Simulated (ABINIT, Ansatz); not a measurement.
## VBiO4 (Clinobisvanite): one start, several treatments of the self-energy

Aim: compare treatments of exchange, screening and correlation for the gap of VBiO4 (Clinobisvanite).

Calculated with ABINIT 10.8.3; LDA and many-body steps on it, plane waves.

**Experimental background.**

- Gap 2.38 eV: optical gap from linear extrapolation of the absorption edge; UV-visible absorption, Tauc-type extrapolation; powder (hydrothermally grown porous microspheres, annealed at 500 C) (“Fabrication and performance enhancement of an In2O3/BiVO4 heterojunction for N-butanol gas sensing applications”, 2024, pmc:11650617).

- Gap 2.39 eV: optical absorption edge, indirect Tauc analysis, light polarized along [001] (tetragonal axes), parallel to principal axis; transmittance and reflectance spectroscopy, Tauc plot; 300 K; bulk crystal (Czochralski single crystal, (110)-oriented, 360 um thick) (“Role of the ferroelastic strain in the optical absorption of BiVO4”, 2020, arxiv:2004.10183).

- Gap 2.27 eV: optical absorption edge, indirect Tauc analysis, light polarized along [-110] (tetragonal axes), perpendicular to principal axis; transmittance and reflectance spectroscopy, Tauc plot; 300 K; bulk crystal (Czochralski single crystal, (110)-oriented, 360 um thick) (“Role of the ferroelastic strain in the optical absorption of BiVO4”, 2020, arxiv:2004.10183).

### Step 1. Set-up

Symmetry: C2/c, No. 15, monoclinic system. Conventional cell: a = 7.247 Å, b = 11.697 Å, c = 5.090 Å, α = 90.00°, β = 134.22°, γ = 90.00°. Nearest to V lie 4 O at 1.69 to 1.77 Å. Bi has 8 O at 2.35 to 2.63 Å nearest. O has 1 V at 1.77 Å and 2 Bi at 2.35 to 2.37 Å nearest. Nearest to O lie 1 V at 1.69 Å and 2 Bi at 2.52 to 2.63 Å. Farther neighbours and most contacts between anions are not listed.

The cell and positions come from the Crystallography Open Database and are kept as given unless a step says otherwise. Spin-orbit coupling is left out unless a step names it.

### Step 2. Empty states on the mesh, 2×2×4 mesh, 341 bands

This step: ABINIT 10.8.3; DFT, LDA, plane waves, norm-conserving pseudopotentials.

The sums over transitions need many empty states on a uniform mesh; this step solves for them.

run.abi reads:

```
acell 3*1.0 Angstrom
rprim 
  3.623583094700 -5.848600000000 -0.000000000000
  3.623583094700 5.848600000000 0.000000000000
  -3.550011012700 0.000000000000 3.647394391800
ntypat 3
znucl 23 83 8
natom 12
typat 1 1 2 2 3 3 3 3 3 3 3 3
xred 
  0.870000000000 0.130000000000 0.750000000000
  0.130000000000 0.870000000000 0.250000000000
  0.366500000000 0.633500000000 0.750000000000
  0.633500000000 0.366500000000 0.250000000000
  0.938300000000 0.354700000000 0.638800000000
  0.645300000000 0.061700000000 0.861200000000
  0.061700000000 0.645300000000 0.361200000000
  0.354700000000 0.938300000000 0.138800000000
  0.811300000000 0.709900000000 0.879600000000
  0.290100000000 0.188700000000 0.620400000000
  0.188700000000 0.290100000000 0.120400000000
  0.709900000000 0.811300000000 0.379600000000
pp_dirpath "pseudos"
pseudos "V.upf, Bi.upf, O.upf"
ecut 42
ngkpt 2 2 4
nshiftk 1
shiftk 0 0 0
kptopt 1
chksymbreak 0
iscf -2
irdden 1
istwfk *1
nband 341
nbdbuf 30
tolwfr 1e-09
nstep 60
prtvol 0
indata_prefix "in"
outdata_prefix "out"
tmpdata_prefix "tmp"
```

Run with:

```sh
OMP_NUM_THREADS=1 mpirun -n 16 abinit run.abi > log
```

Numbers of over 12 decimals in the logs are rounded to 6 here.

What it wrote:

```text
.Version 10.8.3 of ABINIT. v10.8.2 released Aug 2026.

 Symmetries : space group C2/c (# 15); Bravais mC (1-face-center monocl.)
[... echo of the input left out ...]
== DATASET  1 ==================================================================
-   mpi_nproc: 16, omp_nthreads: 1 (-1 if OMP is not activated)
-    --> not optimal distribution: autoparal keyword recommended in input file <--

--- !DatasetInfo
iteration_state: {dtset: 1, }
dimensions: {natom: 12, nkpt: 9, mband: 341, nsppol: 1, nspinor: 1, nspden: 1, mpw: 13589, }
[...]
2.90795    2.92277    2.92749    2.94073    2.94119    2.95199    2.95665    2.95779
   2.97934    2.98777    2.99163    2.99289    3.01154    3.01457    3.01936    3.02294
   3.02385    3.02660    3.05083    3.05742    3.07544
 prteigrs : prtvol=0 or 1, do not print more k-points.

== END DATASET(S) ==============================================================
================================================================================

 -outvars: echo values of variables after computation  --------
            nband         341
             nkpt           9
          spgroup          15
 [... the other variables as echoed above ...]

 Calculation completed.
```

Wall time 10 min (16 MPI ranks of Arm Neoverse N1, shared host); peak memory 2.3 GiB.

Numbers from this step:

```
gap                                                           : 2.325 eV
k of the valence top                                          : 0, 0, 0.25
k of the conduction bottom                                    : 0.5, 0, 0.5
least direct gap                                              : 2.381 eV
k points computed                                             : 9
lowest point of the top converged band, above the valence top : 70.9061 eV
```

On this mesh the gap is 2.325 eV.

The density comes from a self-consistent run that is not shown.

### Step 3. Screening, 2×2×4 mesh, 162 bands, screening to 114.3 eV

The RPA dielectric matrix is built and inverted for each q.

This step: RPA screening on LDA, plane waves, norm-conserving pseudopotentials.

run.abi: that of step 2 with these lines changed.

```diff
@@ -30,10 +30,11 @@
 chksymbreak 0
-iscf -2
-irdden 1
 istwfk *1
-nband 341
-nbdbuf 30
-tolwfr 1e-09
-nstep 60
-prtvol 0
+occopt 1
+irdwfk 1
+optdriver 3
+nband 162
+ecuteps 4.2
+inclvkb 2
+awtr 1
+symchi 1
 indata_prefix "in"
```

What it wrote:

```text
.Version 10.8.3 of ABINIT. v10.8.2 released Aug 2026.

 Symmetries : space group C2/c (# 15); Bravais mC (1-face-center monocl.)
[... echo of the input left out ...]
== DATASET  1 ==================================================================
-   mpi_nproc: 16, omp_nthreads: 1 (-1 if OMP is not activated)

--- !DatasetInfo
iteration_state: {dtset: 1, }
dimensions: {natom: 12, nkpt: 9, mband: 162, nsppol: 1, nspinor: 1, nspden: 1, mpw: 13589, }
cutoff_energies: {ecut:  42.0, pawecutdg:  -1.0, }
electrons: {nelect:   1.20000000E+02, charge:   0.00000000E+00, occopt:   1.00000000E+00, tsmear:   1.00000000E-02, }

 SCREENING: Calculation of the susceptibility and dielectric matrices

 Based on a program developped by R.W. Godby, V. Olevano, G. Onida, and L. Reining.
 Incorporated in ABINIT by V. Olevano, G.-M. Rignanese, and M. Torrent.
.Using double precision arithmetic ; gwpc =  8

[... cell and pseudopotentials left out ...]
--------------------------------------------------------------------------------

 ==== K-mesh for the wavefunctions ====
 Number of points in the irreducible wedge :     9
[... list of points left out ...]
 Together with  4 symmetry operations and time-reversal symmetry
 yields    16 points in the full Brillouin Zone.

 ==== Q-mesh for the screening function ====
 Number of points in the irreducible wedge :     9
[... list of points left out ...]
 Together with  4 symmetry operations and time-reversal symmetry
 yields    16 points in the full Brillouin Zone.

 setmesh: FFT mesh size selected  =    40x   40x   30
          total number of points  =        48000

 vcoul_init : cutoff-mode = AUXILIARY_FUNCTION
 q-points for optical limit:   1
     1)      0.000010    0.000020    0.000030

- screening: taking advantage of time-reversal symmetry
- Maximum band index for partially occupied states nbvw = 60
- Remaining bands to be divided among processors   nbcw = 102
- Number of bands treated by each node ~6

 Number of electrons calculated from density =  120.0000; Expected =  120.0000
 average of density, n =  0.115022
 r_s =    1.2756
 omega_plasma =   32.7150 [eV]

 calculating chi0 at frequencies [eV] :
  1    0.000000E+00    0.000000E+00
  2    0.000000E+00    3.271497E+01

--------------------------------------------------------------------------------
  q-point number  1        q = ( 0.000000, 0.000000, 0.000000) [r.l.u.]
--------------------------------------------------------------------------------
[... chi0 elements left out ...]
 For q-point:  0.000010 0.000020 0.000030
  dielectric constant =   7.3071
  dielectric constant without local fields =   8.4635

  Average fulfillment of the sum rule on Im[epsilon] for q-point    1 :     41.69  [%]
[... wings left out ...]
  q-point number  2        q = ( 0.500000, 0.000000, 0.000000) [r.l.u.]
--------------------------------------------------------------------------------
[... chi0 elements left out ...]
  Average fulfillment of the sum rule on Im[epsilon] for q-point    2 :     47.61  [%]

 [... 7 further q-points ...]
```

Wall time 4.6 min (16 MPI ranks); peak memory 13 GiB.

Numbers from this step:

```yaml
eps_infinity_with_local_fields_on_this_mesh_along_the_program_s_q_direction: 7.307
the_same_without_local_fields: 8.463
plasma_frequency: 32.72 eV
plane_waves_in_the_screening_matrix: 419
```

Local fields lower ε∞ by 14 %. On a Γ-centred mesh this coarse the value itself is usually too large, while a short band sum pulls it down.

### Step 4. G0W0, Godby-Needs plasmon pole

The self-energy is evaluated for the states that the input lists, and the levels follow from it, in one-shot runs by the linearised quasiparticle equation.

This step: G0W0 on LDA, plane waves, norm-conserving pseudopotentials.

run.abi: that of step 3 with these lines changed.

```diff
@@ -33,8 +33,21 @@
 irdwfk 1
-optdriver 3
+optdriver 4
 nband 162
+gwcalctyp 0
+ecutsigx 42
+symsigma 1
+nkptgw 4
+kptgw 
+  0.0000000000 0.0000000000 0.2500000000
+  0.5000000000 0.0000000000 0.5000000000
+  0.5000000000 0.0000000000 0.0000000000
+  0.0000000000 0.0000000000 0.0000000000
+bdgw 
+  59 62
+  59 62
+  59 62
+  59 62
 ecuteps 4.2
-inclvkb 2
-awtr 1
-symchi 1
+irdscr 1
+ppmodel 1
 indata_prefix "in"
```

What it wrote:

```text
.Version 10.8.3 of ABINIT. v10.8.2 released Aug 2026.

 Symmetries : space group C2/c (# 15); Bravais mC (1-face-center monocl.)
[... echo of the input left out ...]
== DATASET  1 ==================================================================
-   mpi_nproc: 16, omp_nthreads: 1 (-1 if OMP is not activated)

--- !DatasetInfo
iteration_state: {dtset: 1, }
dimensions: {natom: 12, nkpt: 9, mband: 162, nsppol: 1, nspinor: 1, nspden: 1, mpw: 13589, }
cutoff_energies: {ecut:  42.0, pawecutdg:  -1.0, }
electrons: {nelect:   1.20000000E+02, charge:   0.00000000E+00, occopt:   1.00000000E+00, tsmear:   1.00000000E-02, }

 SIGMA: Calculation of the GW corrections

 Based on a program developped by R.W. Godby, V. Olevano, G. Onida, and L. Reining.
 Incorporated in ABINIT by V. Olevano, G.-M. Rignanese, and M. Torrent.
.Using double precision arithmetic ; gwpc =  8

[... cell and pseudopotentials left out ...]
--------------------------------------------------------------------------------

 ==== K-mesh for the wavefunctions ====
 Number of points in the irreducible wedge :     9
[... list of points left out ...]
 Together with  4 symmetry operations and time-reversal symmetry
 yields    16 points in the full Brillouin Zone.

 ==== Q-mesh for screening function ====
 Number of points in the irreducible wedge :     9
[... list of points left out ...]
 Together with  4 symmetry operations and time-reversal symmetry
 yields    16 points in the full Brillouin Zone.

 vcoul_init : cutoff-mode = AUXILIARY_FUNCTION
 q-points for optical limit:   1
     1)      0.000010    0.000020    0.000030
 setmesh: FFT mesh size selected  =    60x   60x   48
          total number of points  =       172800

 Number of electrons calculated from density =  120.0000; Expected =  120.0000
 average of density, n =  0.115022
 r_s =    1.2756
 omega_plasma =   32.7150 [eV]

 === KS Band Gaps ===
  >>>> For spin  1
   Minimum direct gap =   2.3811 [eV], located at k-point      :   0.5000  0.0000  0.0000
   Fundamental gap    =   2.3246 [eV], Top of valence bands at :   0.0000  0.0000  0.2500
                                       Bottom of conduction at :   0.5000  0.0000  0.5000
 SIGMA fundamental parameters:
 PLASMON POLE MODEL  1
 number of plane-waves for SigmaX                13521
 number of plane-waves for SigmaC and W            419
 number of plane-waves for wavefunctions         13521
 number of bands                                   162
 number of independent spin polarizations            1
 number of spinorial components                      1
 number of k-points in IBZ                           9
 number of q-points in IBZ                           9
 number of symmetry operations                       4
 number of k-points in BZ                           16
 number of q-points in BZ                           16
 number of frequencies for dSigma/dE                 9
 frequency step for dSigma/dE [eV]                0.25
 number of omega for Sigma on real axis              0
 max omega for Sigma on real axis  [eV]           0.00
 zcut for avoiding poles [eV]                     0.10

 EPSILON^-1 parameters (SCR file):
 dimension of the eps^-1 matrix on file            419
 dimension of the eps^-1 matrix used               419
 number of plane-waves for wavefunctions         13521
 number of bands                                   162
 number of q-points in IBZ                           9
 number of frequencies                               2
 number of real frequencies                          1
 number of imag frequencies                          1

 matrix elements of self-energy operator (all in [eV])

 Perturbative Calculation

--- !SelfEnergy_ee
iteration_state: {dtset: 1, }
kpoint     : [   0.000,    0.000,    0.250, ]
spin       : 1
KS_gap     :    2.627
QP_gap     :    3.942
Delta_QP_KS:    1.315
data: !SigmaeeData |
     Band     E0 <VxcDFT>   SigX SigC(E0)      Z dSigC/dE  Sig(E)    E-E0       E
       59   4.879 -19.724 -24.209   5.002   0.767  -0.304 -19.327   0.397   5.275
       60   5.384 -19.614 -22.603   3.751   0.781  -0.281 -19.019   0.595   5.979
       61   8.011 -20.594 -14.004  -4.134   0.778  -0.286 -18.684   1.910   9.920
       62   8.173 -21.252 -14.454  -4.209   0.775  -0.291 -19.246   2.006  10.179

--- !SelfEnergy_ee
iteration_state: {dtset: 1, }
kpoint     : [   0.500,    0.000,    0.500, ]
spin       : 1
KS_gap     :    2.462
QP_gap     :    3.838
Delta_QP_KS:    1.375
data: !SigmaeeData |
     Band     E0 <VxcDFT>   SigX SigC(E0)      Z dSigC/dE  Sig(E)    E-E0       E
       59   4.988 -19.874 -24.006   4.717   0.770  -0.299 -19.424   0.451   5.439
       60   5.246 -19.529 -22.513   3.720   0.783  -0.277 -18.953   0.576   5.822
[...]
--- !SelfEnergy_ee
iteration_state: {dtset: 1, }
kpoint     : [   0.500,    0.000,    0.000, ]
spin       : 1
KS_gap     :    2.381
QP_gap     :    3.739
Delta_QP_KS:    1.358
data: !SigmaeeData |
     Band     E0 <VxcDFT>   SigX SigC(E0)      Z dSigC/dE  Sig(E)    E-E0       E
[...]
--- !SelfEnergy_ee
iteration_state: {dtset: 1, }
kpoint     : [   0.000,    0.000,    0.000, ]
spin       : 1
KS_gap     :    2.965
QP_gap     :    4.514
Delta_QP_KS:    1.548
data: !SigmaeeData |
     Band     E0 <VxcDFT>   SigX SigC(E0)      Z dSigC/dE  Sig(E)    E-E0       E
[...]
60   5.001 -20.090 -24.285   4.798   0.771  -0.297 -19.625   0.465   5.465
       61   7.966 -20.896 -14.115  -4.192   0.778  -0.286 -18.883   2.013   9.979
       62   8.407 -21.599 -14.724  -4.236   0.772  -0.296 -19.563   2.037  10.443

== END DATASET(S) ==============================================================
================================================================================

 -outvars: echo values of variables after computation  --------
           etotal      0.0000000000E+00
            nband         162
             nkpt           9
          spgroup          15
 [... the other variables as echoed above ...]

 Calculation completed.
```

Run time: 44 s. Hardware: 16 MPI ranks; peak memory 5.7 GiB; 12 min of CPU time.

Numbers from this step:

```yaml
g0w0_gap_on_the_mesh: 3.681 eV
starting_gap_on_the_mesh: 2.325 eV
k_of_the_valence_top: 0, 0, 0.25
k_of_the_conduction_bottom: 0.5, 0, 0.5
z_at_the_valence_top: 0.781
z_at_the_conduction_bottom: 0.777
least_direct_g0w0_gap_on_the_computed_points: 3.740 eV
```

The gap on the mesh goes from 2.32 eV to 3.68 eV, a correction of +1.36 eV.

### Step 5. G0W0, Engel-Farid plasmon pole

run.abi: that of step 4 with these lines changed.

```diff
@@ -51,3 +51,3 @@
 irdscr 1
-ppmodel 1
+ppmodel 4
 indata_prefix "in"
```

What it wrote:

```text
.Version 10.8.3 of ABINIT. v10.8.2 released Aug 2026.

 Symmetries : space group C2/c (# 15); Bravais mC (1-face-center monocl.)
[... echo of the input left out ...]
== DATASET  1 ==================================================================
-   mpi_nproc: 16, omp_nthreads: 1 (-1 if OMP is not activated)

--- !DatasetInfo
iteration_state: {dtset: 1, }
dimensions: {natom: 12, nkpt: 9, mband: 162, nsppol: 1, nspinor: 1, nspden: 1, mpw: 13589, }
cutoff_energies: {ecut:  42.0, pawecutdg:  -1.0, }
electrons: {nelect:   1.20000000E+02, charge:   0.00000000E+00, occopt:   1.00000000E+00, tsmear:   1.00000000E-02, }

 SIGMA: Calculation of the GW corrections

 Based on a program developped by R.W. Godby, V. Olevano, G. Onida, and L. Reining.
 Incorporated in ABINIT by V. Olevano, G.-M. Rignanese, and M. Torrent.
.Using double precision arithmetic ; gwpc =  8

[... cell and pseudopotentials left out ...]
--------------------------------------------------------------------------------

 ==== K-mesh for the wavefunctions ====
 Number of points in the irreducible wedge :     9
[... list of points left out ...]
 Together with  4 symmetry operations and time-reversal symmetry
 yields    16 points in the full Brillouin Zone.

 ==== Q-mesh for screening function ====
 Number of points in the irreducible wedge :     9
[... list of points left out ...]
 Together with  4 symmetry operations and time-reversal symmetry
 yields    16 points in the full Brillouin Zone.

 vcoul_init : cutoff-mode = AUXILIARY_FUNCTION
 q-points for optical limit:   1
     1)      0.000010    0.000020    0.000030
 setmesh: FFT mesh size selected  =    60x   60x   48
          total number of points  =       172800

 Number of electrons calculated from density =  120.0000; Expected =  120.0000
[...]
matrix elements of self-energy operator (all in [eV])

 Perturbative Calculation

--- !SelfEnergy_ee
iteration_state: {dtset: 1, }
kpoint     : [   0.000,    0.000,    0.250, ]
spin       : 1
KS_gap     :    2.627
QP_gap     :    4.084
Delta_QP_KS:    1.457
data: !SigmaeeData |
     Band     E0 <VxcDFT>   SigX SigC(E0)      Z dSigC/dE  Sig(E)    E-E0       E
       59   4.879 -19.724 -24.209   5.005   0.788  -0.270 -19.314   0.410   5.288
       60   5.384 -19.614 -22.603   3.739   0.800  -0.250 -19.014   0.599   5.983
       61   8.011 -20.594 -14.004  -4.032   0.804  -0.244 -18.538   2.056  10.067
[...]
--- !SelfEnergy_ee
iteration_state: {dtset: 1, }
kpoint     : [   0.500,    0.000,    0.500, ]
spin       : 1
KS_gap     :    2.462
QP_gap     :    3.990
Delta_QP_KS:    1.527
data: !SigmaeeData |
     Band     E0 <VxcDFT>   SigX SigC(E0)      Z dSigC/dE  Sig(E)    E-E0       E
[...]
--- !SelfEnergy_ee
iteration_state: {dtset: 1, }
kpoint     : [   0.500,    0.000,    0.000, ]
spin       : 1
KS_gap     :    2.381
QP_gap     :    3.884
Delta_QP_KS:    1.503
data: !SigmaeeData |
     Band     E0 <VxcDFT>   SigX SigC(E0)      Z dSigC/dE  Sig(E)    E-E0       E
[...]
--- !SelfEnergy_ee
iteration_state: {dtset: 1, }
kpoint     : [   0.000,    0.000,    0.000, ]
spin       : 1
KS_gap     :    2.965
QP_gap     :    4.658
Delta_QP_KS:    1.693
data: !SigmaeeData |
     Band     E0 <VxcDFT>   SigX SigC(E0)      Z dSigC/dE  Sig(E)    E-E0       E
[...]
61   7.966 -20.896 -14.115  -4.080   0.803  -0.245 -18.727   2.169  10.135
       62   8.407 -21.599 -14.724  -4.097   0.798  -0.252 -19.381   2.218  10.625

== END DATASET(S) ==============================================================
================================================================================

 -outvars: echo values of variables after computation  --------
           etotal      0.0000000000E+00
            nband         162
             nkpt           9
          spgroup          15
 [... the other variables as echoed above ...]

 Calculation completed.
```

Elapsed: 47 s, on 16 MPI ranks; peak memory 6 GiB; 13 min of CPU time.

This step gave:

```yaml
g0w0_gap_on_the_mesh: 3.828 eV
starting_gap_on_the_mesh: 2.325 eV
k_of_the_valence_top: 0, 0, 0.25
k_of_the_conduction_bottom: 0.5, 0, 0.5
z_at_the_valence_top: 0.8
z_at_the_conduction_bottom: 0.803
least_direct_g0w0_gap_on_the_computed_points: 3.884 eV
```

Against G0W0 in ABINIT (2×2×4 mesh, 162 bands, screening to 114.3 eV, Godby-Needs plasmon pole), the gap moves by +0.147 eV.

[end of part 1 of 2]

[Paths, hosts, dates, memory and timing lines, banners, echoed tables and standing remarks are left out of the program output.]

[Logs are printed without paths, hosts, clocks, repeated set-up lines and the standing remarks that a program may print on its own settings, such as how far it seeks lower states.]

[Runs of the session that timed out or met a known fault of the program may be left out.]

[No measured gap is set beside runs whose start may be inverted or whose files or cutoffs have a known fault.]

[Hosts, paths, dates, database ids (printed as entryN), source tags and the programs' standing remarks are cut or masked in the printed files.]

[G0W0 gaps are taken among the corrected bands and points alone; a level outside them can change the order at an edge.]

[Where Ansatz stands beside ABINIT at settings called matched, ABINIT's density can come from a denser mesh and the files from another edition; pairs whose starting gaps differed by over 0.03 eV were left out, so agreement reads better than it is.]
